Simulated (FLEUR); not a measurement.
# Collinear magnetic orders of free Co(0001) film, 1 layer with FLEUR, part 2 of 2

Does free Co(0001) film, 1 layer prefer parallel or opposed moments?

FLEUR MaX-R8.1; LDA (VWN); all-electron FLAPW film, Dirac cores, scalar-relativistic bands.

So far, largest spin moment in the muffin-tin sphere (μB): step 2 (start 1: ferro +) 1.93; step 3 (run 2 (antiferro q=(0,1/2,0) +-)) 1.61.

### Step 4. Start 3: no spin polarisation

A spinless run gives the zero against which the gain from the moments is read.

The k list default-1 (kpts.xml, not shown) is a Γ-centred 18×18×1 mesh.

inp.xml reads:

```
<?xml version="1.0" encoding="UTF-8" standalone="no"?>
<fleurInput fleurInputVersion="0.39">
   <comment>
      Co
   </comment>
   <calculationSetup>
      <cutoffs Kmax="3.64" Gmax="10.9" GmaxXC="10.9" numbands="0"/>
      <scfLoop itmax="120" minDistance="0.00002" maxIterBroyd="15" imix="Anderson" alpha="0.03" precondParam="0.0" spinf="2.0" sdNocoIR="T"/>
      <coreElectrons ctail="T" frcor="F" kcrel="1" coretail_lmax="0"/>
      <xcFunctional name="vwn" relativisticCorrections="F"/>
      <magnetism jspins="1"/>
      <soc l_soc="F" theta="0.0" phi="0.0" spav="F"/>
      <expertModes spex="0" secvar="F"/>
      <geometryOptimization l_f="F" forcealpha="1.0" forcemix="BFGS" epsdisp="0.00001" epsforce="0.00001"/>
      <ldaU l_linMix="F" mixParam="0.05" spinf="1.0"/>
   </calculationSetup>
   <cell>
      <bzIntegration valenceElectrons="17.0" mode="hist" fermiSmearingEnergy="0.00183747">
         <kPointListSelection listName="default-1"/>
         <xi:include xmlns:xi="http://www.w3.org/2001/XInclude" href="kpts.xml"> </xi:include>
      </bzIntegration>
      <xi:include xmlns:xi="http://www.w3.org/2001/XInclude" href="sym.xml"> </xi:include>
      <filmLattice scale="1.0" dVac="5.3" dTilda="7.8">
         <bravaisMatrixFilm>
            <row-1>    4.7375437355433538    -0.0000000791795246</row-1>
            <row-2>   -2.3687717992124133     4.1028332661104852</row-2>
         </bravaisMatrixFilm>
         <vacuumEnergyParameters vacuum="1" spinUp="-.25" spinDown="-.25"/>
      </filmLattice>
   </cell>
   <atomSpecies>
      <species name="Cobalt (Co)" element="Co" atomicNumber="27">
         <mtSphere radius="2.25" gridPoints="745" logIncrement="0.016"/>
         <atomicCutoffs lmax="8" lnonsphr="6"/>
         <electronConfig flipSpins="F">
            <coreConfig>(1s1/2) (2s1/2) (2p1/2) (2p3/2)</coreConfig>
            <valenceConfig>(3s1/2) (3p1/2) (3p3/2) (4s1/2) (3d3/2) (3d5/2)</valenceConfig>
            <stateOccupation state="(3d3/2)" spinUp="1.400000" spinDown="1.400000"/>
            <stateOccupation state="(3d5/2)" spinUp="2.100000" spinDown="2.100000"/>
         </electronConfig>
         <energyParameters s="4" p="4" d="3" f="4"/>
         <lo type="SCLO" l="0" n="3" eDeriv="0"/>
         <lo type="SCLO" l="1" n="3" eDeriv="0"/>
      </species>
   </atomSpecies>
   <atomGroups>
      <atomGroup species="Cobalt (Co)">
         <filmPos label="                   1">1.000/2.000 1.000/2.000 .0000000000</filmPos>
         <force calculate="T" relaxXYZ="TTT"/>
      </atomGroup>
   </atomGroups>
   <output dos="F" band="F" slice="F">
      <bandDOS minEnergy="-.5*Htr" maxEnergy="0.5*Htr" sigma="0.015" storeEVData="T"/>
      <plotting iplot="0" polar="F">
         <plot TwoD="T" vec1="  1.0  0.0  0.0" vec2="  0.0  1.0  0.0" vec3="  0.0  0.0  1.0" zero="  0.0  0.0 -0.5" file="plot"/>
      </plotting>
      <moessbauerParams electricFieldGradient="F" isomerShift="T" coreHyperfine="T" valenceHyperfine="T"/>
   </output>
</fleurInput>
```

crystal.txt reads:

```
Co
&input film=T cartesian=F /
2.50700018054  -0.00000004190  0.00000000000
-1.25350005399  2.17112586459  0.00000000000
0.00000000000  0.00000000000  1.00000000000
1.8897261246
1.0 1.0 1.0

1
27 0.66666666667  0.33333333333  0.00000000000

&kpt div1=18 div2=18 div3=1 gamma=T /
```

Command:

```sh
$ OMP_NUM_THREADS=1 inpgen -f crystal.txt > inpgen.log  # inp.xml is then edited as shown
$ OMP_NUM_THREADS=1 mpirun -n 4 fleur_MPI > fleur.log
```

What it wrote:

```text
[banner, memory and clock lines left out]
Welcome to FLEUR        (www.flapw.de)
      MaX-Release 8.1          (www.max-centre.eu)

 ========== k-point set info ==========
 Selected k-point list: default-1
 k-point list type: mesh
 0 x 0 x 0
 Number of k points: 40

 [... set-up left out ...]
 Iteration:     1   Distance:      16.02602456 me/bohr^3
 [... lines of the core solver left out ...]
 Iteration:     2   Distance:      13.19662454 me/bohr^3
 [... lines of the core solver left out ...]
 Iteration:     3   Distance:       8.28372622 me/bohr^3
[...]
<FermiEnergy value="-0.2167971168" units="Htr"/>
         [... left out ...]
         <totalEnergy value="    -1391.0655308274" units="Htr">
            <sumOfEigenvalues value="     -815.0647237263">
               <coreElectrons value="-791.4652643205"/>
               <valenceElectrons value="-23.5994594058"/>
            </sumOfEigenvalues>
         [... left out ...]
            <freeEnergy value="-1391.0678708357"/>
            <extrapolationTo0K value="-1391.0667008316"/>
         </totalEnergy>
         <densityConvergence units="me/bohr^3">
            <chargeDensity spin="1" distance="0.0000153027"/>
         </densityConvergence>
      </iteration>
```

Run time: 5.9 s. Hardware: 4 MPI ranks of Arm Neoverse N1, shared host; peak memory 0.16 GiB.

Read from the output:

```yaml
free_energy: -37852.8851 eV
program_s_band_gap_on_this_mesh_in_a_metal_only_a_level_spacing: 0.004353 eV
final_state: non-magnetic (no spin polarisation)
```

It lies 472 meV a seeded atom over the first start.

### Step 5. Ranking

Free energies are divided by the number of seeded atoms, so that cells of unlike size compare. Wavevectors q in the names are fractions of the primitive cell's reciprocal vectors.

Orders:

```tsv
start	final state	typed order kept	energy over the lowest (meV a seeded atom)	largest sphere moment (μB)	net moment (μB a primitive cell)	mesh matched	CPU time (s)
ferro +	ferromagnetic	yes	0	1.926	1.878	yes	56.19
antiferro q=(0,1/2,0) +-	antiferromagnetic	yes	257.7	1.613	0	yes	371.2
no spin polarisation	non-magnetic	-	472.2	0	0	yes	23.16
```

### Step 6. Spin–orbit coupling, moments along z

Spin–orbit coupling ties the spins to the lattice and lets orbital moments form.

A new self-consistent run of the start ferro +, with the moments along z.

inp.xml reads:

```
<?xml version="1.0" encoding="UTF-8" standalone="no"?>
<fleurInput fleurInputVersion="0.39">
   <comment>
      Co
   </comment>
   <calculationSetup>
      <cutoffs Kmax="3.64" Gmax="10.9" GmaxXC="10.9" numbands="37"/>
      <scfLoop itmax="120" minDistance="0.00002" maxIterBroyd="15" imix="Anderson" alpha="0.03" precondParam="0.0" spinf="2.0" sdNocoIR="T"/>
      <coreElectrons ctail="T" frcor="F" kcrel="1" coretail_lmax="0"/>
      <xcFunctional name="vwn" relativisticCorrections="F"/>
      <magnetism jspins="2"/>
      <soc l_soc="T" theta="0.0" phi="0.0" spav="F"/>
      <expertModes spex="0" secvar="F"/>
      <geometryOptimization l_f="F" forcealpha="1.0" forcemix="BFGS" epsdisp="0.00001" epsforce="0.00001"/>
      <ldaU l_linMix="F" mixParam="0.05" spinf="1.0"/>
   </calculationSetup>
   <cell>
      <bzIntegration valenceElectrons="17.0" mode="hist" fermiSmearingEnergy="0.00183747">
         <kPointListSelection listName="default-1"/>
         <xi:include xmlns:xi="http://www.w3.org/2001/XInclude" href="kpts.xml"> </xi:include>
      </bzIntegration>
      <xi:include xmlns:xi="http://www.w3.org/2001/XInclude" href="sym.xml"> </xi:include>
      <filmLattice scale="1.0" dVac="5.3" dTilda="7.8">
         <bravaisMatrixFilm>
            <row-1>    4.7375437355433538    -0.0000000791795246</row-1>
            <row-2>   -2.3687717992124133     4.1028332661104852</row-2>
         </bravaisMatrixFilm>
         <vacuumEnergyParameters vacuum="1" spinUp="-.25" spinDown="-.25"/>
      </filmLattice>
   </cell>
   <atomSpecies>
      <species name="Cobalt (Co2.000" element="Co" atomicNumber="27">
         <mtSphere radius="2.25" gridPoints="745" logIncrement="0.016"/>
         <atomicCutoffs lmax="8" lnonsphr="6"/>
         <electronConfig flipSpins="F">
            <coreConfig>(1s1/2) (2s1/2) (2p1/2) (2p3/2)</coreConfig>
            <valenceConfig>(3s1/2) (3p1/2) (3p3/2) (4s1/2) (3d3/2) (3d5/2)</valenceConfig>
            <stateOccupation state="(3d3/2)" spinUp="1.5" spinDown="1.3"/>
            <stateOccupation state="(3d5/2)" spinUp="3.0" spinDown="1.2"/>
         </electronConfig>
         <energyParameters s="4" p="4" d="3" f="4"/>
         <lo type="SCLO" l="0" n="3" eDeriv="0"/>
         <lo type="SCLO" l="1" n="3" eDeriv="0"/>
      </species>
   </atomSpecies>
   <atomGroups>
      <atomGroup species="Cobalt (Co2.000">
         <filmPos label="                   1">1.000/2.000 1.000/2.000 .0000000000</filmPos>
         <force calculate="T" relaxXYZ="TTT"/>
      </atomGroup>
   </atomGroups>
   <output dos="F" band="F" slice="F">
      <bandDOS minEnergy="-.5*Htr" maxEnergy="0.5*Htr" sigma="0.015" storeEVData="T"/>
      <plotting iplot="0" polar="F">
         <plot TwoD="T" vec1="  1.0  0.0  0.0" vec2="  0.0  1.0  0.0" vec3="  0.0  0.0  1.0" zero="  0.0  0.0 -0.5" file="plot"/>
      </plotting>
      <moessbauerParams electricFieldGradient="F" isomerShift="T" coreHyperfine="T" valenceHyperfine="T"/>
   </output>
</fleurInput>
```

crystal.txt reads:

```
Co
&input film=T cartesian=F /
2.50700018054  -0.00000004190  0.00000000000
-1.25350005399  2.17112586459  0.00000000000
0.00000000000  0.00000000000  1.00000000000
1.8897261246
1.0 1.0 1.0

1
27 0.66666666667  0.33333333333  0.00000000000 : 2.000

&soc 0.0000000 0.0000000 /
&kpt div1=18 div2=18 div3=1 gamma=T /
```

What it wrote:

```text
[banner, memory and clock lines left out]
Welcome to FLEUR        (www.flapw.de)
      MaX-Release 8.1          (www.max-centre.eu)

 ========== k-point set info ==========
 Selected k-point list: default-1
 k-point list type: mesh
 18 x 18 x 1
 Number of k points: 56

 [... set-up left out ...]
 Iteration:     1   Distance:      13.69990189 me/bohr^3
 [... lines of the core solver left out ...]
 Iteration:     2   Distance:      11.78740670 me/bohr^3
 [... lines of the core solver left out ...]
 Iteration:     3   Distance:       7.25924896 me/bohr^3
 [... lines of the core solver left out ...]
 Iteration:     4   Distance:       6.66818179 me/bohr^3
 [... lines of the core solver left out ...]
 Iteration:     5   Distance:       2.62558694 me/bohr^3
 [... lines of the core solver left out ...]
 Iteration:     6   Distance:       2.58602191 me/bohr^3
 [... lines of the core solver left out ...]
 Iteration:     7   Distance:       1.63304430 me/bohr^3
 [... lines of the core solver left out ...]
 Iteration:     8   Distance:       0.78331115 me/bohr^3
 [... lines of the core solver left out ...]
 Iteration:     9   Distance:       1.22101760 me/bohr^3
 [... lines of the core solver left out ...]
 Iteration:    10   Distance:       0.52529724 me/bohr^3
 [... lines of the core solver left out ...]
 Iteration:    11   Distance:       0.45683310 me/bohr^3
 [... lines of the core solver left out ...]
 Iteration:    12   Distance:       0.14737567 me/bohr^3
 [... lines of the core solver left out ...]
 Iteration:    13   Distance:       0.05825973 me/bohr^3
 [... lines of the core solver left out ...]
[... rest left out ...]

--- out.xml (last complete iteration) ---
<iteration numberForCurrentRun="   25" overallNumber="   25">
         [... left out ...]
         <bandgap value="0.0088666947" units="eV"/>
         <sumValenceSingleParticleEnergies value="-23.6243890415" units="Htr"/>
         <FermiEnergy value="-0.1965976757" units="Htr"/>
         [... left out ...]
         <magneticMomentsInMTSpheres units="muBohr">
            <globalMagMoment atomType="1" vec="0.00000   0.00000   1.92221"/>
         </magneticMomentsInMTSpheres>
         <orbitalMomentsInMTSpheres units="muBohr">
            <globalMagMoment atomType="1" vec="0.00000   0.00000   0.09505"/>
         </orbitalMomentsInMTSpheres>
         [... left out ...]
         <totalEnergy value="    -1391.0852309530" units="Htr">
            <sumOfEigenvalues value="     -815.0572278650">
               <coreElectrons value="-791.4328388235"/>
               <valenceElectrons value="-23.6243890415"/>
            </sumOfEigenvalues>
         [... left out ...]
            <freeEnergy value="-1391.0859945310"/>
            <extrapolationTo0K value="-1391.0856127420"/>
         </totalEnergy>
         <densityConvergence units="me/bohr^3">
            <chargeDensity spin="1" distance="0.0000023423"/>
            <chargeDensity spin="2" distance="0.0000083235"/>
            <overallChargeDensity distance="0.0000082433"/>
            <spinDensity distance="0.0000090323"/>
         </densityConvergence>
      </iteration>
```

Run time: 24 s. Hardware: 4 MPI ranks; peak memory 0.21 GiB.

Numbers from this step:

```
free energy                                                       : -37853.3783 eV
program's band gap on this mesh (in a metal only a level spacing) : 0.008867 eV
magnetization                                                     : 1.874 μB
final state                                                       : ferromagnetic
largest moment                                                    : 1.922 μB
orbital moment along the spin                                     : 0.09505 μB
```

Orbital moment in the sphere, along the spin axis by atom:

```tsv
atom	orbital moment in the sphere, along the spin axis (μB)
Co1	0.0950
```

Fields along z, the direction of positive moments; semicore shells count as valence. Hyperfine fields at the nuclei:

```tsv
atom	core contact (T)	valence contact (T)	dipolar (T)	orbital (T)	sum (T)	density at the nucleus (e/bohr³)
Co1	-49.65	34.98	6.558	6.868	-1.249	17204
```

### Step 7. Summary of results

```
lowest state found                                                          : ferromagnetic (typed ferro +)
largest site spin moment                                                    : 1.93 μB
next finished state                                                         : antiferromagnetic, 258 meV a seeded atom higher
energy gained by spin polarisation                                          : 472 meV a seeded atom
hyperfine field at Co1, along its moment                                    : -1.25 T
orbital moment on the atom of largest spin, along its spin (spin–orbit run) : 0.0950 μB
```

What this shows: The lowest state found is ferromagnetic, reached from the start ferro +, with moments up to 1.93 μB. The next finished state costs 258 meV a seeded atom. At Co1 the core shells give -49.7 T and the valence and semicore s states 35.0 T along the moment, -7.63 T per μB together; orbital and dipolar parts add 13 T. Semilocal functionals tend to give too weak a core polarisation. The orbital moment is parallel to the spin, as Hund's third rule has it for a shell over half filled. Only 3 starts were tried; other patterns of signs, canted and longer-period orders were not.

[Logs and program files are shortened in this print: banners, set-up blocks, solver, clock and traceback lines can be left out without a mark of their own.]

[Logs are printed without paths, hosts, clocks, repeated set-up lines and the standing remarks that a program may print on its own settings, such as how far it seeks lower states.]

[Hosts, paths, dates, database ids (printed as entryN), source tags and the programs' standing remarks are cut or masked in the printed files.]

[Where a cell is said to come from a database of computed structures, the database is the Materials Project.]
